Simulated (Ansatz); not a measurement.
# TlSb4F13 (I4/m): the gap up the ladder of methods

Wanted: a ladder of band gaps for TlSb4F13 (I4/m), from density functionals to G0W0.

Method: density functionals, hybrids and G0W0, plane waves, PAW, in Ansatz 0.2.0.

## (1) Set-up

Symmetry: I4/m, No. 87, tetragonal system. Conventional cell: a = 9.637 Å, b = 9.637 Å, c = 6.584 Å, α = 90.00°, β = 90.00°, γ = 90.00°. Nearest to Tl lie 8 F at 2.93 Å. Nearest to Sb lie 3 F at 1.97 to 1.99 Å. Nearest to F lie 4 Sb at 2.67 Å and 8 F at 2.71 Å. Nearest to F lie 1 Sb at 1.99 Å. F has 1 Sb at 1.97 Å nearest. Farther neighbours and most contacts between anions are not listed.

Geometry: measured cell, ions relaxed with PBE. The runs that relaxed it are not among those shown. Spin-orbit coupling is left out unless a step names it.

The logs state that the PAW files were generated under PBE.

## (2) PBE on the 4×4×4 mesh

Levels along a band path and on the mesh show where this functional puts the band edges.

This step: DFT, PBE, plane waves, PAW; PAW set soft_1.

Input file input.yaml:

```yaml
crystal:
  lattice:
    - [-4.8185, 4.8185, 3.292]
    - [4.8185, -4.8185, 3.292]
    - [4.8185, 4.8185, -3.292]
  atoms:
    - { symbol: Tl, position: [0.5, 0.5, 0.0] }
    - { symbol: Sb, position: [0.0066871975, 0.277466579, 0.2841537765] }
    - { symbol: Sb, position: [0.277466579, 0.9933128025, 0.2707793815] }
    - { symbol: Sb, position: [0.9933128025, 0.722533421, 0.7158462235] }
    - { symbol: Sb, position: [0.722533421, 0.0066871975, 0.7292206185] }
    - { symbol: F, position: [0.0, 0.0, 0.0] }
    - { symbol: F, position: [0.5610386725, 0.8772598836, 0.4382985561] }
    - { symbol: F, position: [0.8772598836, 0.4389613275, 0.3162212112] }
    - { symbol: F, position: [0.4389613275, 0.1227401164, 0.5617014439] }
    - { symbol: F, position: [0.1227401164, 0.5610386725, 0.6837787888] }
    - { symbol: F, position: [0.430173073, 0.3339653296, 0.3219280492] }
    - { symbol: F, position: [0.3339653296, 0.0120372804, 0.9037922566] }
    - { symbol: F, position: [0.0120372804, 0.1082450237, 0.6780719508] }
    - { symbol: F, position: [0.1082450237, 0.430173073, 0.0962077434] }
    - { symbol: F, position: [0.569826927, 0.6660346704, 0.6780719508] }
    - { symbol: F, position: [0.6660346704, 0.9879627196, 0.0962077434] }
    - { symbol: F, position: [0.9879627196, 0.8917549763, 0.3219280492] }
    - { symbol: F, position: [0.8917549763, 0.569826927, 0.9037922566] }
kpoints:
  mp_grid: { grid: [4, 4, 4] }
  band_path:
    path:
      - [[0.0, 0.0, 0.0], [-0.5, 0.5, 0.0], [-0.5, 0.5, 0.5], [0.0, 0.0, 0.0], [-0.36669062, -0.36669062, 0.36669062]]
      - [[-0.63330938, 0.36669062, 0.63330938], [-0.5, 0.5, 0.5]]
      - [[-0.5, 0.5, 0.0], [-0.75, 0.25, 0.25], [-0.5, 0.0, 0.5], [0.0, 0.0, 0.0]]
    npoints: 10
hamiltonian:
  xc: pbe
  pseudopotentials: { kind: paw, azcp: { folder: soft_1 } }
scf:
  occupations: { method: fermi_dirac, width: 0.02 }
  n_extra_bands: 10
output:
  eigenvalues: true
  forces: true
  stress: true
  write_density: true
  write_potential: true
  elf: true
  volumetric_format: npy
```

The run is started by

```sh
$ ansatz run input.yaml --threads 2 --pin off --max-ram 92160MiB --backend cuda --events-out ev --progress --plain --runs-dir out --devices 1 --max-vram 13GiB
```

Numbers of over 12 decimals in the logs are rounded to 6 here.

Output:

```text
scf.n_extra_bands = 10 over 82 filled bands (N_el = 164.0): the run solves 92 bands
GPUs: using 1 of 1 available (devices: 1).
Engine: ansatz 0.2.0, x86_64-unknown-linux-gnu
Pseudopotentials: kind: paw
Pseudopotential: Tl, paw, valence charge 13, recommended cutoff 420 eV (normal), soft_1/Tl.paw.azcp
Pseudopotential: Sb, paw, valence charge 15, recommended cutoff 420 eV (normal), soft_1/Sb.paw.azcp
Pseudopotential: F, paw, valence charge 7, recommended cutoff 420 eV (normal), soft_1/F.paw.azcp
Functional definition: PBE
  parameter kappa = 0.804
  parameter beta = 0.066725
  exchange = pbe_x(kappa = kappa, mu = beta*pi^2/3)
  correlation = pbe_c(beta = beta)
device memory: the entry about to start is reckoned to put 4.6 GiB on a device that reports 61.4 GiB free (of which the cap on the GPU budget leaves the run 13.0 GiB)
GPU FFT provider: cuFFT
GPU libraries: cuBLAS 13.8.2, cuFFT 12.4.0, cuSOLVER 12.3.4
Crystal: 18 atoms, lattice volume = 305.734 Å³
Basis set: ecut = 420 eV, 6007 PW (Γ), exchange–correlation on 108×108×108 points (8 copies of the dense FFT grid, shifted against one another)
Bands: 92, of which v1, the nominal top of the filled ones, is band 82 counted from 1 (81 counted from 0)
Symmetry: 8 space group operations
Space group: I4/m (ITA 87), of the structure as read, at distance tolerance 6.7e-5 Å
k-points: 14 of 64
Non-local potential: Tl, projectors of the file, l = 0: 2, l = 1: 2, l = 2: 2, l = 3: 1
Non-local potential: Sb, projectors of the file, l = 0: 2, l = 1: 2, l = 2: 2, l = 3: 1
Non-local potential: F, projectors of the file, l = 0: 2, l = 1: 2, l = 2: 1
PAW form: soft (Blöchl's): semilocal exchange-correlation on the pseudo side does not see the compensation charge
PAW one-centre angular grid: Tl, 590 points (default); XC on 64 Gauss nodes
PAW one-centre angular grid: Sb, 590 points (default); XC on 64 Gauss nodes
PAW one-centre angular grid: F, 110 points (default); XC on 64 Gauss nodes
Initial density: superposition of atomic densities (chi_scale 0.1, normalization cell, long waves kept (reshape's long-wave potential 0.31 eV rms))
Initial wavefunctions: pseudopotential atomic-orbital guess
GPU buffer pool allocated for 157464 grid points (all kernels)
GPU transforms: local potential and band sums: pruned to the plane-wave sphere, on 54×54×54
Functional: x = pbe(κ = 0.804, μ = 0.219515), c = pbe(β = 0.066725)
SCF iter   1: F=—  HF=-47907.232873 eV  |F-HF|=—  |Δ(HF+E_count)|=         —  Δρ=1.04e-1  dr2=3.07e1  ethr=3.10e-3  ⟨swp⟩=5.4  Hψ=5259  notcnv=0
preconditioner: auto → Resta (q_TF=auto, 2.459 Å⁻¹)  ε∞=4.9  [insulator: Δε(μ)=3.728 eV  Ē_g=12.029 eV  σ=0.020 eV  W_gap=1.00  n_scr=70 (ndim 8)  ℏωp=23.6 eV  f_vac=0.073  D(μ)=0.00/eV (n_scr^D=0)  ε∞_Penn≈4.9]
SCF iter   2: F=—  HF=-47898.763442 eV  |F-HF|=—  |Δ(HF+E_count)|=    8.47e0  Δρ=3.82e-2  dr2=4.99e0  ethr=3.10e-3  ⟨swp⟩=3.0  Hψ=2846  notcnv=0  defer=61
SCF iter   3: F=—  HF=-47897.597236 eV  |F-HF|=—  |Δ(HF+E_count)|=    1.17e0  Δρ=1.64e-2  dr2=1.59e0  ethr=3.04e-3  ⟨swp⟩=2.1  Hψ=2317  notcnv=0  defer=56
SCF iter   4: F=—  HF=-47897.044188 eV  |F-HF|=—  |Δ(HF+E_count)|=   5.53e-1  Δρ=5.16e-3  dr2=1.81e-1  ethr=9.72e-4  ⟨swp⟩=3.5  Hψ=2415  notcnv=0  defer=52
SCF iter   5: F=—  HF=-47896.993101 eV  |F-HF|=—  |Δ(HF+E_count)|=   5.11e-2  Δρ=4.85e-3  dr2=5.53e-2  ethr=1.10e-4  ⟨swp⟩=4.5  Hψ=2164  notcnv=0  defer=52
SCF iter   6: F=—  HF=-47896.983535 eV  |F-HF|=—  |Δ(HF+E_count)|=   9.57e-3  Δρ=1.87e-3  dr2=9.72e-3  ethr=3.37e-5  ⟨swp⟩=2.9  Hψ=2344  notcnv=0  defer=48
SCF iter   7: F=—  HF=-47896.983819 eV  |F-HF|=—  |Δ(HF+E_count)|=   2.83e-4  Δρ=3.83e-4  dr2=7.74e-4  ethr=5.93e-6  ⟨swp⟩=2.6  Hψ=2068  notcnv=0  defer=48
SCF iter   8: F=—  HF=-47896.984081 eV  |F-HF|=—  |Δ(HF+E_count)|=   2.63e-4  Δρ=1.04e-4  dr2=5.06e-5  ethr=4.72e-7  ⟨swp⟩=2.0  Hψ=1917  notcnv=0  defer=48
SCF iter   9: F=—  HF=-47896.984933 eV  |F-HF|=—  |Δ(HF+E_count)|=   8.52e-4  Δρ=6.55e-5  dr2=9.17e-6  ethr=3.09e-8  ⟨swp⟩=2.0  Hψ=2282  notcnv=0  defer=48
SCF iter  10: F=—  HF=-47896.984934 eV  |F-HF|=—  |Δ(HF+E_count)|=   4.07e-7  Δρ=3.40e-5  dr2=2.49e-6  ethr=5.59e-9  ⟨swp⟩=2.1  Hψ=2108  notcnv=0  defer=48
SCF iter  11: F=—  HF=-47896.984934 eV  |F-HF|=—  |Δ(HF+E_count)|=   1.52e-7  Δρ=7.30e-6  dr2=2.24e-7  ethr=1.52e-9  ⟨swp⟩=2.0  Hψ=1986  notcnv=0  defer=48
SCF iter  12: F=-47896.984934 eV  HF=-47896.984934 eV  |F-HF|=2.01e-8  |Δ(HF+E_count)|=   2.28e-7  Δρ=4.92e-6  dr2=6.26e-8  ethr=6.10e-11  ⟨swp⟩=17.9  Hψ=13097  notcnv=0
SCF 1 converged in 12 iterations: F = -47896.984934 eV  dr2 = 6.26e-8
[...]
device memory: the entry about to start is reckoned to put 3.6 GiB on a device that reports 56.0 GiB free (of which the cap on the GPU budget leaves the run 13.0 GiB)
NSCF: frozen V_eff on 83 k-points
SCF converged after 12 iterations
Free energy (F): -47896.984934 eV
Harris-Foulkes:  -47896.984934 eV  (|F-HF|=2.01e-8)
Internal energy: -47896.984934 eV  (E = F + TS)
E sigma→0 (E₀):  -47896.984934 eV
Fermi energy:    5.547203 eV
--- Per-component energies (eV) ---
  E_band       = -1453.890953
  E_kinetic    = 3472.692911
  E_local      = -16452.961609  (includes V_loc(G=0)·N_el)
  E_nonlocal   = 2998.935669
  E_hartree    = 6438.626303
  E_xc         = -1583.616691
  E_vxc        = -1769.504791  (∫ρ·V_xc dr)
  E_paw        = -31003.757414  (= ΣΔE_a)
  E_vpaw       = -2580.303417  (= ΣTr[D̂ρ^β])
  E_aug_tail   = 0.009652  (compensation charges beyond the density's cutoff)
  E_ewald      = -11766.913755
  E_smearing   = -0.000000  (= −TS)
  E_closure    = 0.000000  (closes the sum)
  Σ components = -47896.984934   (vs F -47896.984934, Δ=0.00e0)
--- Forces (eV/Å), atoms counted from 1 ---
  atom   1  Tl     0.00000000    -0.00000000     0.00000000
  atom   2  Sb    -0.00158868     0.00112097     0.00000000
  atom   3  Sb    -0.00112097    -0.00158868     0.00000000
  atom   4  Sb     0.00158868    -0.00112097    -0.00000000
  atom   5  Sb     0.00112097     0.00158868     0.00000000
  atom   6  F      0.00000000    -0.00000000    -0.00000000
  atom   7  F     -0.00330821    -0.00109912     0.00000000
  atom   8  F      0.00109912    -0.00330821     0.00000000
  atom   9  F      0.00330821     0.00109912    -0.00000000
  atom  10  F     -0.00109912     0.00330821    -0.00000000
  atom  11  F      0.00086300     0.00018951     0.00024836
  atom  12  F     -0.00018951     0.00086300     0.00024836
  atom  13  F     -0.00086300    -0.00018951     0.00024836
  atom  14  F      0.00018951    -0.00086300     0.00024836
  atom  15  F     -0.00086300    -0.00018951    -0.00024836
  atom  16  F      0.00018951    -0.00086300    -0.00024836
  atom  17  F      0.00086300     0.00018951    -0.00024836
  atom  18  F     -0.00018951     0.00086300    -0.00024836
  max |Σ_I F_I| component: 2.17e-18 eV/Å
--- Stress (GPa, compression-positive) ---
        2.074186      -0.000000      -0.000000
        0.000000       2.074186       0.000000
       -0.000000       0.000000       0.988368
  P = ⅓ Tr σ = 1.7122 GPa (17.122 kbar)
--- Band table (eV; the first three rows and the last of 14) ---
  k-point 0: bands = [... 78 lower, 2.7811, 2.9858, 3.0058, 3.0058, 8.1602, 8.6289, 8.7400, 8.7400, ... 6 higher]
  k-point 1: bands = [... 78 lower, 2.8109, 2.8560, 2.9755, 3.0635, 8.1984, 8.3396, 8.6608, 8.8463, ... 6 higher]
  k-point 2: bands = [... 78 lower, 2.7550, 2.8547, 2.8650, 3.0747, 8.2104, 8.4883, 8.5094, 8.6093, ... 6 higher]
  k-point 13: bands = [... 78 lower, 2.8915, 2.9195, 2.9195, 3.0005, 7.9599, 8.1125, 8.1722, 8.8261, ... 6 higher]
```

Wall time 15 s (1 × NVIDIA H100 80GB HBM3 (shared by 6 runs) with 2 threads of AMD EPYC 7R13 (Zen 3), shared host); peak memory 1.2 GiB.

Reading the cycles: dr2 is the Hartree energy of the density residual (eV), the measure of convergence; HF is the Harris–Foulkes estimate of the energy, which meets the free energy F at convergence.

This step gave:

- pressure: 1.712 GPa
- filled bands: 82
- gap: 4.809 eV
- valence top at: P
- conduction bottom at: k = (-0.293, -0.293, 0.293)
- least direct gap: 4.886 eV

Over mesh and path the gap is 4.809 eV, from k = (-0.750, 0.250, 0.250) to k = (-0.293, -0.293, 0.293). The least direct gap found is 4.886 eV, at k = (0.250, 0.250, -0.250). On the 4×4×4 mesh alone the same run gives 4.812 eV, so that mesh misses an edge of PBE: 4.812 − 4.809 = +0.003 eV.

## (3) PBE+SOC on the 4×4×4 mesh

This run has two-component orbitals with spin-orbit coupling.

This step: DFT, PBE with spin-orbit coupling, plane waves, PAW; PAW set soft_1.

input.yaml: that of step 2 with these lines changed.

```diff
@@ -28,12 +28,21 @@
     path:
-      - [[0.0, 0.0, 0.0], [-0.5, 0.5, 0.0], [-0.5, 0.5, 0.5], [0.0, 0.0, 0.0], [-0.36669062, -0.36669062, 0.36669062]]
-      - [[-0.63330938, 0.36669062, 0.63330938], [-0.5, 0.5, 0.5]]
-      - [[-0.5, 0.5, 0.0], [-0.75, 0.25, 0.25], [-0.5, 0.0, 0.5], [0.0, 0.0, 0.0]]
-    npoints: 10
+      - [0.0, 0.0, 0.0]
+      - [-0.5, 0.5, 0.0]
+      - [-0.5, 0.5, 0.5]
+      - [-0.36669062, -0.36669062, 0.36669062]
+      - [-0.63330938, 0.36669062, 0.63330938]
+      - [-0.75, 0.25, 0.25]
+      - [-0.5, 0.0, 0.5]
+      - [-0.293352496, -0.293352496, 0.293352496]
+      - [0.25, 0.25, -0.25]
+    npoints: 1
 hamiltonian:
   xc: pbe
-  pseudopotentials: { kind: paw, azcp: { folder: soft_1 } }
+  pseudopotentials: { kind: paw_fr, azcp: { folder: soft_1 } }
 scf:
-  occupations: { method: fermi_dirac, width: 0.02 }
-  n_extra_bands: 10
+  occupations: { method: fixed }
+  n_extra_bands: 20
+magnetization:
+  noncollinear: true
+  spin_orbit: true
 output:
```

Output:

```text
[...]
GPUs: using 1 of 1 available (devices: 1).
[...]
non-collinear run that drives no moment, with spin-orbit: no starting moment large enough to seed its density (crystal.atoms[].spin), no starting occupations that ask for one, no magnetisation constraint and no magnetic field, so the semilocal B_xc is pinned to zero
[...]
GPU FFT provider: cuFFT
GPU libraries: cuBLAS 13.8.2, cuFFT 12.4.0, cuSOLVER 12.3.4
Crystal: 18 atoms, lattice volume = 305.734 Å³
Basis set: ecut = 420 eV, 6007 PW (Γ), exchange–correlation on 108×108×108 points (8 copies of the dense FFT grid, shifted against one another)
Bands: 184, of which v1, the nominal top of the filled ones, is band 164 counted from 1 (163 counted from 0)
Symmetry: 8 space group operations + 8 with time reversal
[...]
k-points: 14 of 64
[...]
atom   8  F     -0.00802998     0.00033787     0.00000000
[...]
atom  15  F      0.00421880    -0.00242758     0.00158147
  atom  16  F      0.00242758     0.00421880     0.00158147
  atom  17  F     -0.00421880     0.00242758     0.00158147
  atom  18  F     -0.00242758    -0.00421880     0.00158147
  max |Σ_I F_I| component: 3.47e-18 eV/Å
--- Stress (GPa, compression-positive) ---
        2.053258       0.000000      -0.000000
       -0.000000       2.053258       0.000000
       -0.000000       0.000000       0.945391
  P = ⅓ Tr σ = 1.6840 GPa (16.840 kbar)
--- Band table (eV; the first three rows and the last of 14) ---
  k-point 0: bands = [... 160 lower, 2.9973, 2.9973, 3.0078, 3.0078, 8.0783, 8.0783, 8.4727, 8.4727, ... 16 higher]
  k-point 1: bands = [... 160 lower, 2.9729, 2.9729, 3.0602, 3.0602, 8.1064, 8.1064, 8.2478, 8.2478, ... 16 higher]
  k-point 2: bands = [... 160 lower, 2.8628, 2.8628, 3.0706, 3.0706, 8.1122, 8.1122, 8.3469, 8.3469, ... 16 higher]
  k-point 13: bands = [... 160 lower, 2.9249, 2.9249, 2.9969, 2.9969, 7.8974, 7.8974, 8.0412, 8.0412, ... 16 higher]
[key lines of the parts left out:]
SCF converged after 13 iterations
Magnetization: |M| = 0.0000 μB,  M = (+0.0000, +0.0000, +0.0000) μB
Free energy (F): -47942.173103 eV
Fermi energy:    3.132350 eV
```

It took 15 s on 1 × NVIDIA H100 80GB HBM3 (shared by 6 runs) with 2 threads; peak memory 1.9 GiB.

This step gave:

| Quantity | Value |
| --- | --- |
| pressure | 1.684 GPa |
| gap | 4.756 eV |
| valence top at | P |
| conduction bottom at | k = (-0.293, -0.293, 0.293) |
| least direct gap | 4.829 eV |

Over mesh and listed points the gap is 4.756 eV, from k = (-0.750, 0.250, 0.250) to k = (-0.293, -0.293, 0.293). The least direct gap found is 4.829 eV, at k = (0.250, 0.250, -0.250). On the 4×4×4 mesh alone the same run gives 4.758 eV, so that mesh misses an edge of PBE+SOC: 4.758 − 4.756 = +0.002 eV. PBE+SOC against PBE: 4.756 − 4.809 = −0.053 eV, with the same mesh, set of files (read in its fully relativistic form for the spin-orbit run) and cutoff, and both edges at the same k points. The spin-orbit run sees mesh and listed points alone, so its gap is an upper bound: the coupling can move an edge off these points, and the change over the zone, its sign included where it is small, is not known.

## (4) r2SCAN on the 4×4×4 mesh

r2SCAN is a meta-GGA: it depends on the kinetic-energy density as well as on the density and its gradient.

This step: DFT, r2SCAN, plane waves, PAW; PAW set soft_1.

input.yaml: that of step 3 with these lines changed.

```diff
@@ -39,10 +39,7 @@
 hamiltonian:
-  xc: pbe
-  pseudopotentials: { kind: paw_fr, azcp: { folder: soft_1 } }
+  xc: r2scan
+  pseudopotentials: { kind: paw, azcp: { folder: soft_1 } }
 scf:
   occupations: { method: fixed }
-  n_extra_bands: 20
-magnetization:
-  noncollinear: true
-  spin_orbit: true
+  n_extra_bands: 10
 output:
@@ -51,5 +48 @@
   stress: true
-  write_density: true
-  write_potential: true
-  elf: true
-  volumetric_format: npy
```

Output:

```text
[...]
GPUs: using 1 of 1 available (devices: 1).
[...]
GPU FFT provider: cuFFT
GPU libraries: cuBLAS 13.8.2, cuFFT 12.4.0, cuSOLVER 12.3.4
Crystal: 18 atoms, lattice volume = 305.734 Å³
Basis set: ecut = 500 eV, 7765 PW (Γ), exchange–correlation on 240×240×240 points (64 copies of the dense FFT grid, shifted against one another)
[...]
k-point 0: bands = [... 78 lower, 2.3835, 2.5969, 2.5969, 2.6382, 8.1975, 8.6829, 8.7867, 8.7867, ... 6 higher]
  k-point 1: bands = [... 78 lower, 2.4057, 2.4681, 2.5911, 2.6635, 8.2483, 8.3811, 8.6784, 8.9410, ... 6 higher]
  k-point 2: bands = [... 78 lower, 2.3004, 2.4419, 2.5180, 2.6713, 8.2479, 8.5613, 8.5743, 8.6126, ... 6 higher]
  k-point 13: bands = [... 78 lower, 2.4922, 2.4922, 2.5416, 2.5793, 7.9630, 8.1589, 8.2584, 8.9506, ... 6 higher]
[key lines of the parts left out:]
SCF converged after 11 iterations
Free energy (F): -47988.888697 eV
Fermi energy:    2.747658 eV
P = ⅓ Tr σ = -2.1893 GPa (-21.893 kbar)
```

Run time: 8.8 s. Hardware: 1 × NVIDIA H100 80GB HBM3 (shared by 6 runs) with 2 threads; peak memory 1.6 GiB; 9.2 s of CPU time.

Numbers from this step:

- pressure: -2.189 GPa
- gap: 5.208 eV
- valence top at: P
- conduction bottom at: k = (-0.293, -0.293, 0.293)
- least direct gap: 5.261 eV

Over mesh and listed points the gap is 5.208 eV, from k = (-0.750, 0.250, 0.250) to k = (-0.293, -0.293, 0.293). The least direct gap found is 5.261 eV, at k = (0.250, 0.250, -0.250). On the 4×4×4 mesh alone the same run gives 5.213 eV, so that mesh misses an edge of r2SCAN: 5.213 − 5.208 = +0.005 eV. r2SCAN against PBE: 5.208 − 4.809 = +0.399 eV. The runs also differ in plane-wave cutoff (420 eV and 500 eV), so how much of this comes from the functional alone is not known.

## (5) HSE06 on the 4×4×4 mesh

HSE06 mixes in a quarter of exact exchange at short range.

This step: DFT, HSE06, plane waves, PAW; PAW set soft_1.

input.yaml: that of step 4 with these lines changed.

```diff
@@ -39,3 +39,3 @@
 hamiltonian:
-  xc: r2scan
+  xc: hse06
   pseudopotentials: { kind: paw, azcp: { folder: soft_1 } }
@@ -46,3 +46,5 @@
   eigenvalues: true
-  forces: true
-  stress: true
+  write_density: true
+  write_potential: true
+  elf: true
+  volumetric_format: npy
```

Output:

```text
[...]
GPUs: using 1 of 1 available (devices: 1).
[...]
davidson cushion auto → on  (no smearing: the cushion is to keep the highest requested band from converging to the state above it; pin scf.eigensolver.cushion to override)
[...]
GPU FFT provider: cuFFT
GPU libraries: cuBLAS 13.8.2, cuFFT 12.4.0, cuSOLVER 12.3.4
Crystal: 18 atoms, lattice volume = 305.734 Å³
Basis set: ecut = 420 eV, 6007 PW (Γ)
[...]
E sigma→0 (E₀):  -47913.574697 eV
Fermi energy:    2.322570 eV
[...]
--- Band table (eV; the first three rows and the last of 14) ---
  k-point 0: bands = [... 78 lower, 1.8023, 2.0311, 2.0311, 2.2645, 8.4941, 9.0575, 9.1637, 9.1637, ... 6 higher]
  k-point 1: bands = [... 78 lower, 1.8251, 1.9052, 2.0572, 2.2288, 8.5498, 8.7373, 9.0535, 9.2788, ... 6 higher]
  k-point 2: bands = [... 78 lower, 1.6394, 1.8588, 2.0748, 2.1694, 8.5965, 8.8811, 8.8959, 8.9856, ... 6 higher]
  k-point 13: bands = [... 78 lower, 1.9021, 1.9021, 1.9557, 2.1645, 8.2967, 8.4591, 8.5534, 9.2657, ... 6 higher]
[key lines of the parts left out:]
Free energy (F): -47913.574697 eV
```

Elapsed: 3.1 min, on 1 × NVIDIA H100 80GB HBM3 (shared by 6 runs) with 2 threads; peak memory 2.6 GiB.

Numbers from this step:

* gap: 5.956 eV
* valence top at: N
* conduction bottom at: k = (0.250, 0.250, -0.250)
* least direct gap: 5.969 eV
* exact-exchange fraction: 0.25

Over mesh and listed points the gap is 5.956 eV, from k = (-0.500, 0.000, 0.500) to k = (0.250, 0.250, -0.250). The least direct gap found is 5.969 eV, at k = (0.250, 0.250, -0.250). HSE06 against PBE: 5.956 − 4.809 = +1.147 eV. Mesh, set of files and cutoff are the same, but the valence top and conduction bottom lie at other k points, so this need not be the shift of one pair of states.

[end of part 1 of 2]

[Paths, hosts, dates, memory and timing lines, banners, echoed tables and standing remarks are left out of the program output.]

[Logs are printed without paths, hosts, clocks, repeated set-up lines and the standing remarks that a program may print on its own settings, such as how far it seeks lower states.]

[Runs of the session that timed out or met a known fault of the program may be left out.]

[Cells called generated may have been cut or substituted from an entry of the Crystallography Open Database or the Materials Project.]

[Hosts, paths, dates, database ids (printed as entryN), source tags and the programs' standing remarks are cut or masked in the printed files.]

[Where an RPA ε∞ is given, it is that of the G0W0 mesh and is not shown converged in it. Names of k-points follow the symmetry that the program found, which can be lower than the space group named. Band edges on a path are those of the sampled points; other points can move an edge, and change direct to indirect where valleys lie close.]

[Hybrid gaps are those of their k-mesh and are not shown converged in it.]
